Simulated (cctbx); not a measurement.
# Occupancies in CeFeH2Pt

Cell a = 4.2440 Å, b = 4.2440 Å, c = 8.0250 Å, α = 90.00°, β = 90.00°, γ = 120.00°; space group P6_3/mmc (no. 194); nominal formula CeFeH2Pt.

The data are simulated with cctbx, not measured: Mo Kα, λ = 0.71073 Å, to d = 0.77 Å, 50 % of the full sphere, strongest reflection 70000 counts, noise from counting, a 3 % proportional error and a noise floor of 4 counts (s.d.); no absorption, and some extinction, which the refinements don't model.

With every site full:

```text
Rint 0.022, 74 unique reflections to 0.78 A
cycle     R1     wR2    GooF  max shift (A)
   1  0.1643  0.4068  26.352   0.28248
   9  0.0617  0.1848  11.974   0.00037
final R1 0.0617 wR2 0.1848 GooF 11.974  parameters 8  data/parameter 9.2
atom        x        y        z      Ueq    occ   su(xyz)  su(Uiso or U11)
Pt1    0.33333  0.66667  0.75000   0.0121  1.000  0.00000  0.0015
Ce2    0.00000  0.00000  0.50000   0.0041  1.000  0.00000  0.0017
Fe1    0.66667  0.33333  0.75000   0.0184  1.000  0.00000  0.0044
H1     0.33333  0.66667  0.49421   0.0001  1.000  0.07779  0.1438
difference map: max 19.07 min -2.28 rms 1.42
Q1    0.0000  0.0000  0.0000    2   19.07  0.00 A from Ce2
Q2    0.3333  0.6667  0.2500    2    6.06  0.00 A from Fe1
Q3    0.3333  0.6667  0.7500    2    4.12  0.00 A from Pt1
Q4    0.1248  0.2495  0.1342   12    0.48  1.41 A from Ce2
Q5    0.1216  0.2431  0.6349   12    0.45  1.40 A from Ce2
Q6    0.1965  0.3930  0.5311   12    0.40  1.05 A from H1
```

With the occupancies of the suspect sites free, each still typed as its main element:

```text
Rint 0.022, 74 unique reflections to 0.78 A
cycle     R1     wR2    GooF  max shift (A)
   1  0.1589  0.3890  25.593   0.10892
   6  0.0081  0.0181   1.188   0.00015
final R1 0.0081 wR2 0.0181 GooF 1.188  parameters 10  data/parameter 7.4
atom        x        y        z      Ueq    occ   su(xyz)  su(Uiso or U11)
Pt1    0.33333  0.66667  0.75000   0.0123  0.907  0.00000  0.0001
Ce2    0.00000  0.00000  0.50000   0.0126  1.117  0.00000  0.0002
Fe1    0.66667  0.33333  0.75000   0.0210  1.000  0.00000  0.0006
H1     0.33333  0.66667  0.47630   0.0000  1.000  0.00703  0.0119
su of occupancy Pt1: 0.008
su of occupancy Ce2: 0.008
difference map: max 0.32 min -1.40 rms 0.15
Q1    0.2429  0.4858  0.0860   12    0.33  0.83 A from H1
Q2    0.0884  0.5442  0.6894   12    0.31  1.02 A from Pt1
Q3    0.9935  0.1830  0.2118   24    0.28  1.82 A from Pt1
Q4    0.0000  0.0000  0.0000    2    0.25  0.00 A from Ce2
Q5    0.1497  0.4464  0.5547   24    0.25  1.07 A from H1
Q6    0.2056  0.4111  0.7500    6    0.25  0.94 A from Pt1
```

**Question.** What is the disorder?

X-rays count electrons. Pt1 refines to 0.907(0.008), or 70.7 electrons; the site truly holds 0.7 Pt and 0.3 Ce, 72.0 electrons, which is 0.923 of Pt; Ce2 refines to 1.117(0.008), or 64.8 electrons; the site truly holds 0.7 Ce and 0.3 Pt, 64.0 electrons, which is 1.103 of Ce. A value under 1 can't tell vacancies from a lighter guest, and one over 1 needs a heavier guest; chemistry or a second radiation must settle which. Occupancy correlates with U and the scale, and the two elements' form factors differ in shape, so the match is approximate.

Freeing them takes R1 from 0.0617 to 0.0081 and GooF from 11.97 to 1.19.

The model is made up (kin elements in a known structure type, no relaxation), so it says nothing on whether the phase exists.

[Middle refinement cycles are left out of these outputs.]

[Logs are printed without paths, hosts, clocks, repeated set-up lines and the standing remarks that a program may print on its own settings, such as how far it seeks lower states.]
